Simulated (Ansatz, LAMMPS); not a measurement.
# Static equation of state of amorphous polythiophene with methane (capped chains of 6 units), from a frame at 500 K, (125 atoms)

Density of this cell: 1.30 g/cm³. The cell holds 125 atoms: 57 C, 12 S and 56 H. Its edges and angles: a = 11.406 Å, b = 11.324 Å, c = 11.359 Å, α = 95.0°, β = 84.9°, γ = 83.1°. The starting structure: 2 polythiophene chains of 6 units with methyl end groups, 5 methane placed at random, at 1.06 g/cm³; overlaps pushed apart, then 20 ps at 800 K with MMFF94 bonds, angles, torsions, charges and radii (Halgren, J. Comput. Chem. 17, 490 (1996)) in harmonic and 12-6 forms. Snapshot after 30 ps at 500 K and fixed volume.

Calculated with Ansatz 0.2.0: Kohn-Sham DFT, PBE+D4, PAW (set soft_2), plane waves; cutoff 420 eV, Γ point, fixed occupations. Cell and atoms were relaxed first, to V0 = 11.547 Å³ an atom at a residual P0 = -0.010 GPa. The cell was then scaled evenly, and the atoms were relaxed at each volume.

| volume (Å³/atom) | pressure (GPa) |
| --- | --- |
| 10.393 | 1.376 |
| 10.854 | ? |
| 11.201 | 0.2542 |
| 11.894 | -0.1633 |
| 12.240 | -0.3152 |

**Question.** Fit the third-order Birch–Murnaghan equation to the rows given and interpolate to the withheld row.

Worked fit:

Take the Eulerian strain f = ½[(V0/V)^(2/3) − 1] and the normalised pressure F = (P − P0) / [3f(1 + 2f)^(5/2)]. The third-order Birch–Murnaghan equation is then the line F = B0 + (3/2)B0(B′ − 4) f, so u = f and v = F.

| u = f | v = F (GPa) |
| --- | --- |
| 0.0363830 | 10.6475 |
| 0.0102568 | 8.15189 |
| -0.00975627 | 5.51172 |
| -0.0190506 | 5.89017 |

With n = 4: mean u = 0.00445826, mean v = 7.55033, Σ(u − ū)² = 0.0018075, Σ(u − ū)(v − v̄) = 0.17037. Slope b = 0.17037 / 0.0018075 = 94.257; intercept a = v̄ − b ū = 7.1301.

So B0 = a = 7.13 GPa and B′ = 4 + 2b/(3a) = 12.8. At the withheld volume f = 0.02106, F = a + b f = 9.115 GPa, and P = P0 + 3f(1 + 2f)^(5/2) F.

Prediction at 10.854: 0.6286 GPa. The run gave 0.6475 GPa, so the fit is low by 0.019 GPa (2.9 % of the value).

The series isn't one smooth equation of state: even a line fitted to all rows, the withheld one included, misses F by up to 13.1 %, an atom moves over 0.5 Å in some relaxation and a scaled cell ends below the relaxed one in energy. B0 and B′ are then only the numbers of this fit, not moduli of the material. Among the rows given, the largest miss of the fit is at 12.240, by 0.029 GPa (1.7 % of the range of the table).

Limits: Static cells at zero temperature; the cell shape is held. The program notes that the SCF threshold of these relaxations is loose for the stress. The network of contacts between molecules at the start is that of the classical potential that made the cell, and needn't be the one that DFT or experiment would give. Only the Γ point is sampled, in a cell whose shortest periodic width is 11 Å.

[Hosts, paths, dates, database ids (printed as entryN), source tags and the programs' standing remarks are cut or masked in the printed files.]

[The MMFF94 radii named for the starting cell were scaled by 0.96; in molecules described by MMFF94, hydrogen bound to N, O or S took a small fixed 12-6 site in their place.]
